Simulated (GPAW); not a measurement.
# Work function of Mg/Ir(100) at several levels

How far do functional and basis move the work function of Mg/Ir(100)?

Method: GPAW, PAW setups; slab in vacuum, relaxation, in the first sound run; inputs show where later runs differ, in GPAW 26.7.0.

This is a report of a sequence of runs, with most program output left out.

## Step 1: Set-up

The cell holds 5 atoms: 4 Ir and 1 Mg. Its edges and angles: a = 2.715 Å, b = 2.715 Å, c = 26.014 Å, α = 90.0°, β = 90.0°, γ = 90.0°. Vacuum lies along c.

## Step 2: Relaxation

The atoms are relaxed first, since the surface dipole, and with it the work function, follows the positions of the outer layers. The lowest 2 atoms are held at bulk positions and keep their forces.

File run.py:

```python
import json
import numpy as np
from ase import Atoms
from ase.constraints import FixAtoms
from ase.optimize import BFGS
from gpaw import GPAW, PW

slab = Atoms(
    ['Ir', 'Ir', 'Ir', 'Ir', 'Mg'],
    positions=[
        [1.35765, 1.35765, 9.00000],
        [0.00000, 0.00000, 10.92000],
        [1.35765, 1.35765, 12.84000],
        [0.00000, 0.00000, 14.76000],
        [1.35765, 1.35765, 17.01413]],
    cell=[[2.71529, 0.0, 0.0], [0.0, 2.71529, 0.0], [0.0, 0.0, 26.01413]],
    pbc=[True, True, False])

slab.calc = GPAW(mode=PW(400), xc='PBE', kpts={'size': (12, 12, 1), 'gamma': True},
                 occupations={'name': 'fermi-dirac', 'width': 0.1}, nbands='200%',
                 convergence={'density': 1e-05}, maxiter=200,
                 poissonsolver={'dipolelayer': 'xy'},
                 symmetry={'tolerance': 1e-3, 'extra_ids': [1, 1, 0, 0, 0]}, txt='slab.txt')
result = {}
slab.set_constraint(FixAtoms([0, 1]))
path = []
opt = BFGS(slab, maxstep=0.2)
opt.attach(lambda: path.append((slab.get_potential_energy(), slab.positions.tolist(), slab.get_forces().tolist())))
result['relaxed'] = bool(opt.run(fmax=0.03, steps=40))
result['path'] = path
energy = slab.get_potential_energy()
fermi = slab.calc.get_fermi_level()
v = slab.calc.get_electrostatic_potential().mean((0, 1)) - fermi
n = slab.calc.get_pseudo_density().mean((0, 1))
L = slab.cell[2, 2]
z = np.arange(len(v)) * L / len(v)
low, high = slab.positions[:, 2].min(), slab.positions[:, 2].max()
below, above = np.interp([low - 6.8, high + 6.8], z, v)
slopes = [np.interp(x, z, np.gradient(v, z)) for x in (low - 6.8, high + 6.8)]
eps = np.array([[slab.calc.get_eigenvalues(k, s) for k in range(len(slab.calc.get_ibz_k_points()))]
                for s in range(slab.calc.get_number_of_spins())]) - fermi
top, bottom = eps[eps < 0].max(), eps[eps > 0].min()
dipole = slab.get_dipole_moment()[2]
print(f'energy {energy:.4f} eV, Fermi level {fermi:.4f} eV, dipole {dipole:.5f} e A')
print(f'potential 6.8 A off the faces, from the Fermi level: lower {below:.4f} eV, upper {above:.4f} eV')
print(f'slope of the potential there: lower {slopes[0]:.5f}, upper {slopes[1]:.5f} eV/A')
print(f'nearest levels on the mesh: {top:.4f} and {bottom:.4f} eV')
print('magnetic moment', round(slab.get_magnetic_moment(), 3))
result.update(energy=energy, fermi=fermi, dipole=dipole, below=below, above=above, slopes=slopes, edges=[top, bottom],
              z=z.tolist(), v=v.tolist(), n=n.tolist(), positions=slab.positions.tolist(),
              forces=slab.get_forces(apply_constraint=False).tolist(), moments=slab.get_magnetic_moments().tolist())
json.dump(result, open('result.json', 'w'))
```

Launch:

```bash
$ OMP_NUM_THREADS=1 OPENBLAS_NUM_THREADS=1 python run.py
```

The job ended after 28 min (1 thread of Arm Neoverse V2, shared host; peak memory 0.3 GiB).

Step by step:

```tsv
step	energy less that of the first step (eV)	largest force (eV/Å)
1	0.0000	0.8779
2	-0.0216	0.8346
3	-0.1224	0.4022
4	-0.1271	0.2288
5	-0.1288	0.2227
6	-0.1388	0.3082
7	-0.1413	0.3124
8	-0.1494	0.1608
9	-0.1506	0.0427
10	-0.1507	0.0006
```

The atoms that moved most (Å):

```tsv
atom	dx	dy	dz	length
Mg5	0.000	0.000	-0.258	0.258
Ir3	0.000	0.000	0.034	0.034
Ir4	0.000	0.000	0.023	0.023
```

The relaxed structure:

```
Ir Mg
1.0
     2.71529    0.00000    0.00000
     0.00000    2.71529    0.00000
     0.00000    0.00000   26.01413
Ir Mg
4 1
Direct
  0.50000 0.50000 0.34597
  0.00000 0.00000 0.41977
  0.50000 0.50000 0.49489
  0.00000 0.00000 0.56827
  0.50000 0.50000 0.64411
```

This step gave:

| Item | Value |
| --- | --- |
| dipole along the normal | 0.06107 e·Å |
| levels nearest the Fermi level on the mesh | -0.01520, 0.002705 eV from the Fermi level |
| upper work function | 4.045 eV |
| lower work function | 5.545 eV |

Table of electrostatic potential energy of an electron (without an applied field's), less the Fermi level, planar mean by z:

```tsv
z (Å)	electrostatic potential energy of an electron (without an applied field's), less the Fermi level, planar mean (eV)
0.0	4.80
0.5	5.55
1.0	5.55
1.5	5.55
2.0	5.55
2.5	5.55
3.0	5.55
3.5	5.54
4.0	5.54
4.5	5.54
5.0	5.54
5.5	5.54
6.0	5.52
6.5	5.47
7.0	5.23
7.5	4.32
8.0	0.742
8.5	-11.9
9.0	-25.9
9.5	-12.8
10.0	-4.47
10.5	-16.1
11.0	-25.9
11.5	-10.6
12.0	-4.72
12.5	-17.9
13.0	-25.4
13.5	-9.49
14.0	-5.93
14.5	-20.7
15.0	-22.7
15.5	-6.17
16.0	-2.63
16.5	-9.58
17.0	-10.3
17.5	-2.87
18.0	1.20
18.5	2.97
19.0	3.67
19.5	3.92
20.0	4.00
20.5	4.03
21.0	4.04
21.5	4.04
22.0	4.04
22.5	4.04
23.0	4.04
23.5	4.04
24.0	4.04
24.5	4.04
25.0	4.04
25.5	4.04
```

Pseudo valence density, planar mean against z:

```tsv
z (Å)	pseudo valence density, planar mean (e/Å³)
5.0	5.6e-5
5.5	2.2e-4
6.0	8.6e-4
6.5	0.00325
7.0	0.0132
7.5	0.0522
8.0	0.208
8.5	0.803
9.0	1.89
9.5	0.864
10.0	0.497
10.5	1.05
11.0	1.87
11.5	0.696
12.0	0.494
12.5	1.17
13.0	1.85
13.5	0.665
14.0	0.548
14.5	1.43
15.0	1.61
15.5	0.519
16.0	0.258
16.5	1.11
17.0	1.16
17.5	0.120
18.0	0.0488
18.5	0.0233
19.0	0.00933
19.5	0.00332
20.0	0.00116
20.5	3.9e-4
21.0	1.3e-4
```

The relaxation lowered the energy of the cell by 0.151 eV (energies extrapolated to zero smearing; the optimiser's log prints free energies). The largest force left on a free atom is 5.7e-4 eV/Å.

## Step 3: The slab's potential

With the geometry fixed, the planar mean of the potential gives the vacuum level on each side.

This step: GPAW, PAW setups; slab in vacuum (GPAW 26.7.0).

Edit run.py of step 2 so:

```diff
@@ -3,4 +3,2 @@
 from ase import Atoms
-from ase.constraints import FixAtoms
-from ase.optimize import BFGS
 from gpaw import GPAW, PW
@@ -12,5 +10,5 @@
         [0.00000, 0.00000, 10.92000],
-        [1.35765, 1.35765, 12.84000],
-        [0.00000, 0.00000, 14.76000],
-        [1.35765, 1.35765, 17.01413]],
+        [1.35765, 1.35765, 12.87401],
+        [-0.00000, -0.00000, 14.78300],
+        [1.35765, 1.35765, 16.75606]],
     cell=[[2.71529, 0.0, 0.0], [0.0, 2.71529, 0.0], [0.0, 0.0, 26.01413]],
@@ -22,10 +20,4 @@
                  poissonsolver={'dipolelayer': 'xy'},
-                 symmetry={'tolerance': 1e-3, 'extra_ids': [1, 1, 0, 0, 0]}, txt='slab.txt')
+                 symmetry={'tolerance': 1e-3}, txt='slab.txt')
 result = {}
-slab.set_constraint(FixAtoms([0, 1]))
-path = []
-opt = BFGS(slab, maxstep=0.2)
-opt.attach(lambda: path.append((slab.get_potential_energy(), slab.positions.tolist(), slab.get_forces().tolist())))
-result['relaxed'] = bool(opt.run(fmax=0.03, steps=40))
-result['path'] = path
 energy = slab.get_potential_energy()
```

Wall time 3.5 min (1 thread); peak memory 0.3 GiB.

Numbers from this step:

| Property | Result |
| --- | --- |
| dipole along the normal | 0.06122 e·Å |
| levels nearest the Fermi level on the mesh | -0.01518, 0.002676 eV from the Fermi level |
| upper work function | 4.044 eV |

The electrostatic potential energy of an electron (without an applied field's), less the Fermi level, planar mean by z:

z (Å), electrostatic potential energy of an electron (without an applied field's), less the Fermi level, planar mean (eV) and a bar from the least value:
```
      0.0        4.8 #############################
      0.5        5.5 ##############################
      1.0        5.5 ##############################
      1.5        5.5 ##############################
      2.0        5.5 ##############################
      2.5        5.5 ##############################
      3.0        5.5 ##############################
      3.5        5.5 ##############################
      4.0        5.5 ##############################
      4.5        5.5 ##############################
      5.0        5.5 ##############################
      5.5        5.5 ##############################
      6.0        5.5 ##############################
      6.5        5.5 ##############################
      7.0        5.2 ##############################
      7.5        4.3 #############################
      8.0        0.7 #########################
      8.5      -11.9 #############
      9.0      -25.9 
      9.5      -12.8 #############
     10.0       -4.5 ####################
     10.5      -16.1 #########
     11.0      -25.9 
     11.5      -10.6 ###############
     12.0       -4.7 ####################
     12.5      -17.9 ########
     13.0      -25.4 
     13.5       -9.5 ################
     14.0       -5.9 ###################
     14.5      -20.7 #####
     15.0      -22.7 ###
     15.5       -6.2 ###################
     16.0       -2.6 ######################
     16.5       -9.6 ################
     17.0      -10.3 ###############
     17.5       -2.9 ######################
     18.0        1.2 ##########################
     18.5        3.0 ############################
     19.0        3.7 ############################
     19.5        3.9 ############################
     20.0        4.0 #############################
     20.5        4.0 #############################
     21.0        4.0 #############################
     21.5        4.0 #############################
     22.0        4.0 #############################
     22.5        4.0 #############################
     23.0        4.0 #############################
     23.5        4.0 #############################
     24.0        4.0 #############################
     24.5        4.0 #############################
     25.0        4.0 #############################
     25.5        4.0 #############################
```

The pseudo valence density, planar mean oscillates, so the rows of the table below give means over windows of 1.95 Å about each position, cut where the curve ends. Its maxima inside the range that stand out by 2 % of the span (Å: e/Å³): 9.1: 1.89, 10.8: 1.94, 12.8: 1.94, 14.7: 1.98, 16.7: 1.83. Its minima: 10.0: 0.490, 11.9: 0.469, 13.9: 0.495, 16.0: 0.249.

Table of pseudo valence density, planar mean by z; means over each step:

```tsv
z (Å)	pseudo valence density, planar mean (e/Å³)
4.87	1.1e-4
6.82	0.0220
8.77	0.967
10.72	1.05
12.67	1.04
14.62	1.04
16.57	0.714
18.52	0.0303
20.47	8.0e-4
22.42	1.1e-5
```

Force by atom:

```tsv
atom	x (eV/Å)	y (eV/Å)	z (eV/Å)	size
Ir1	0.000	0.000	0.681	0.681
Ir2	0.000	0.000	-0.683	0.683
Ir3	0.000	0.000	0.000	0.000
Ir4	0.000	0.000	0.000	0.000
Mg5	0.000	0.000	0.000	0.000
```

The potential is flat to 9.0e-5 eV/Å where it is read, so the vacuum is wide enough.

## Step 4: OptPBE vdW: xc = "optPBE-vdW"

The same geometry under optPBE-vdW, to see how far the functional moves the levels against the vacuum (the van der Waals functionals take revPBE setups).

Edit run.py of step 3 so:

```diff
@@ -16,3 +16,3 @@
 
-slab.calc = GPAW(mode=PW(400), xc='PBE', kpts={'size': (12, 12, 1), 'gamma': True},
+slab.calc = GPAW(mode=PW(400), xc='optPBE-vdW', kpts={'size': (12, 12, 1), 'gamma': True},
                  occupations={'name': 'fermi-dirac', 'width': 0.1}, nbands='200%',
```

Elapsed: 3.6 min, on 1 thread; peak memory 0.42 GiB.

Numbers from this step:

- dipole along the normal: 0.06343 e·Å
- levels nearest the Fermi level on the mesh: -9.52e-4, 0.01515 eV from the Fermi level
- upper work function: 4.147 eV
- lower work function: 5.702 eV

The electrostatic potential energy of an electron (without an applied field's), less the Fermi level, planar mean oscillates, so the rows of the table below give means over windows of 1.95 Å about each position, cut where the curve ends. Its maxima inside the range that stand out by 2 % of the span (Å: eV): 1.3: 5.70, 10.0: -4.33, 11.9: -4.24, 13.9: -4.79, 15.8: -2.29. Its minima: 9.0: -25.8, 10.9: -26.5, 12.9: -26.5, 14.7: -26.0, 16.8: -12.3.

Table of electrostatic potential energy of an electron (without an applied field's), less the Fermi level, planar mean by z; means over each step:

```tsv
z (Å)	electrostatic potential energy of an electron (without an applied field's), less the Fermi level, planar mean (eV)
0.97	5.63
2.92	5.70
4.87	5.70
6.82	5.13
8.77	-12.6
10.72	-14.5
12.67	-14.5
14.62	-14.2
16.57	-6.67
18.52	2.36
20.47	4.11
22.42	4.15
24.38	4.15
```

The pseudo valence density, planar mean oscillates, so the rows of the table below give means over windows of 1.95 Å about each position, cut where the curve ends. Its maxima inside the range that stand out by 2 % of the span (Å: e/Å³): 9.1: 1.90, 10.8: 1.95, 12.8: 1.94, 14.7: 1.99, 16.7: 1.83. Its minima: 10.0: 0.486, 11.9: 0.466, 13.9: 0.491, 16.0: 0.246.

Pseudo valence density, planar mean against z; means over each step:

```tsv
z (Å)	pseudo valence density, planar mean (e/Å³)
4.87	1.4e-4
6.82	0.0222
8.77	0.967
10.72	1.05
12.67	1.04
14.62	1.04
16.57	0.713
18.52	0.0303
20.47	8.9e-4
22.42	1.7e-5
```

Force by atom:

```tsv
atom	x (eV/Å)	y (eV/Å)	z (eV/Å)	size
Ir1	0.000	0.000	0.090	0.090
Ir2	0.000	0.000	-0.621	0.621
Ir3	0.000	0.000	-0.056	0.056
Ir4	0.000	0.000	0.439	0.439
Mg5	0.000	0.000	0.149	0.149
```

The upper face's work function is 4.147 eV, against 4.044 eV in the first plane-wave PBE run at this geometry.

## Step 5: Self-consistent run: xc = "revPBE"

The same geometry under revPBE, to see how far the functional moves the levels against the vacuum.

Edit run.py of step 4 so:

```diff
@@ -16,3 +16,3 @@
 
-slab.calc = GPAW(mode=PW(400), xc='optPBE-vdW', kpts={'size': (12, 12, 1), 'gamma': True},
+slab.calc = GPAW(mode=PW(400), xc='revPBE', kpts={'size': (12, 12, 1), 'gamma': True},
                  occupations={'name': 'fermi-dirac', 'width': 0.1}, nbands='200%',
```

Wall time 3.4 min (1 thread); peak memory 0.3 GiB.

This step gave:

```yaml
dipole_along_the_normal: 0.05823 e·Å
levels_nearest_the_fermi_level_on_the_mesh: -0.01544, 8.98e-4 eV from the Fermi level
upper_work_function: 3.985 eV
lower_work_function: 5.412 eV
```

The upper face's work function is 3.985 eV, against 4.044 eV in the first plane-wave PBE run at this geometry.

## Step 6: Self-consistent run: xc = "LDA"

The same geometry under LDA, to see how far the functional moves the levels against the vacuum.

Edit run.py of step 5 so:

```diff
@@ -16,3 +16,3 @@
 
-slab.calc = GPAW(mode=PW(400), xc='revPBE', kpts={'size': (12, 12, 1), 'gamma': True},
+slab.calc = GPAW(mode=PW(400), xc='LDA', kpts={'size': (12, 12, 1), 'gamma': True},
                  occupations={'name': 'fermi-dirac', 'width': 0.1}, nbands='200%',
```

Wall time 3.3 min (1 thread); peak memory 0.3 GiB.

Numbers from this step:

```
dipole along the normal                    : 0.07044 e·Å
levels nearest the Fermi level on the mesh : -0.01180, 0.002767 eV from the Fermi level
upper work function                        : 4.166 eV
lower work function                        : 5.893 eV
```

The electrostatic potential energy of an electron (without an applied field's), less the Fermi level, planar mean oscillates, so the rows of the table below give means over windows of 1.95 Å about each position, cut where the curve ends. Its maxima inside the range that stand out by 2 % of the span (Å: eV): 1.3: 5.89, 10.0: -3.92, 11.9: -3.84, 13.9: -4.38, 15.8: -1.91. Its minima: 9.0: -25.6, 10.9: -26.3, 12.9: -26.3, 14.7: -25.8, 16.8: -12.0.

Table of electrostatic potential energy of an electron (without an applied field's), less the Fermi level, planar mean by z; means over each step:

```tsv
z (Å)	electrostatic potential energy of an electron (without an applied field's), less the Fermi level, planar mean (eV)
0.97	5.81
2.92	5.89
4.87	5.89
6.82	5.38
8.77	-12.4
10.72	-14.2
12.67	-14.2
14.62	-14.0
16.57	-6.37
18.52	2.45
20.47	4.14
22.42	4.17
24.38	4.17
```

The upper face's work function is 4.166 eV, against 4.044 eV in the first plane-wave PBE run at this geometry.

## Step 7: Self-consistent run: xc = "RPBE"

The same geometry under RPBE, to see how far the functional moves the levels against the vacuum.

Edit run.py of step 6 so:

```diff
@@ -16,3 +16,3 @@
 
-slab.calc = GPAW(mode=PW(400), xc='LDA', kpts={'size': (12, 12, 1), 'gamma': True},
+slab.calc = GPAW(mode=PW(400), xc='RPBE', kpts={'size': (12, 12, 1), 'gamma': True},
                  occupations={'name': 'fermi-dirac', 'width': 0.1}, nbands='200%',
```

Run time: 3.4 min. Hardware: 1 thread; peak memory 0.3 GiB.

This step gave:

- dipole along the normal: 0.05752 e·Å
- levels nearest the Fermi level on the mesh: -0.01548, 6.53e-5 eV from the Fermi level
- upper work function: 3.983 eV
- lower work function: 5.393 eV

Table of electrostatic potential energy of an electron (without an applied field's), less the Fermi level, planar mean by z:

z (Å), electrostatic potential energy of an electron (without an applied field's), less the Fermi level, planar mean (eV) and a bar from the least value:
```
      0.0        4.7 #############################
      0.5        5.4 ##############################
      1.0        5.4 ##############################
      1.5        5.4 ##############################
      2.0        5.4 ##############################
      2.5        5.4 ##############################
      3.0        5.4 ##############################
      3.5        5.4 ##############################
      4.0        5.4 ##############################
      4.5        5.4 ##############################
      5.0        5.4 ##############################
      5.5        5.4 ##############################
      6.0        5.4 ##############################
      6.5        5.3 ##############################
      7.0        5.1 ##############################
      7.5        4.2 #############################
      8.0        0.6 #########################
      8.5      -11.9 #############
      9.0      -26.0 
      9.5      -12.8 #############
     10.0       -4.6 ####################
     10.5      -16.2 #########
     11.0      -26.0 
     11.5      -10.7 ###############
     12.0       -4.8 ####################
     12.5      -17.9 ########
     13.0      -25.5 
     13.5       -9.6 ################
     14.0       -6.0 ###################
     14.5      -20.8 #####
     15.0      -22.7 ###
     15.5       -6.2 ###################
     16.0       -2.7 ######################
     16.5       -9.7 ################
     17.0      -10.5 ###############
     17.5       -3.0 ######################
     18.0        1.1 ##########################
     18.5        2.9 ############################
     19.0        3.6 ############################
     19.5        3.9 #############################
     20.0        3.9 #############################
     20.5        4.0 #############################
     21.0        4.0 #############################
     21.5        4.0 #############################
     22.0        4.0 #############################
     22.5        4.0 #############################
     23.0        4.0 #############################
     23.5        4.0 #############################
     24.0        4.0 #############################
     24.5        4.0 #############################
     25.0        4.0 #############################
     25.5        4.0 #############################
```

The upper face's work function is 3.983 eV, against 4.044 eV in the first plane-wave PBE run at this geometry.

## Step 8: Self-consistent run: xc = "vdW-DF2"

The same geometry under vdW-DF2, to see how far the functional moves the levels against the vacuum (the van der Waals functionals take revPBE setups).

Edit run.py of step 7 so:

```diff
@@ -16,3 +16,3 @@
 
-slab.calc = GPAW(mode=PW(400), xc='RPBE', kpts={'size': (12, 12, 1), 'gamma': True},
+slab.calc = GPAW(mode=PW(400), xc='vdW-DF2', kpts={'size': (12, 12, 1), 'gamma': True},
                  occupations={'name': 'fermi-dirac', 'width': 0.1}, nbands='200%',
```

Wall time 4.3 min (1 thread); peak memory 0.42 GiB.

Numbers from this step:

* dipole along the normal: 0.06767 e·Å
* levels nearest the Fermi level on the mesh: -0.003989, 0.002532 eV from the Fermi level
* upper work function: 4.151 eV
* lower work function: 5.810 eV

The upper face's work function is 4.151 eV, against 4.044 eV in the first plane-wave PBE run at this geometry.

(Part 1 of 2 ends here.)

[Logs are printed without paths, hosts, clocks, repeated set-up lines and the standing remarks that a program may print on its own settings, such as how far it seeks lower states.]

[Hosts, paths, dates, database ids (printed as entryN), source tags and the programs' standing remarks are cut or masked in the printed files.]
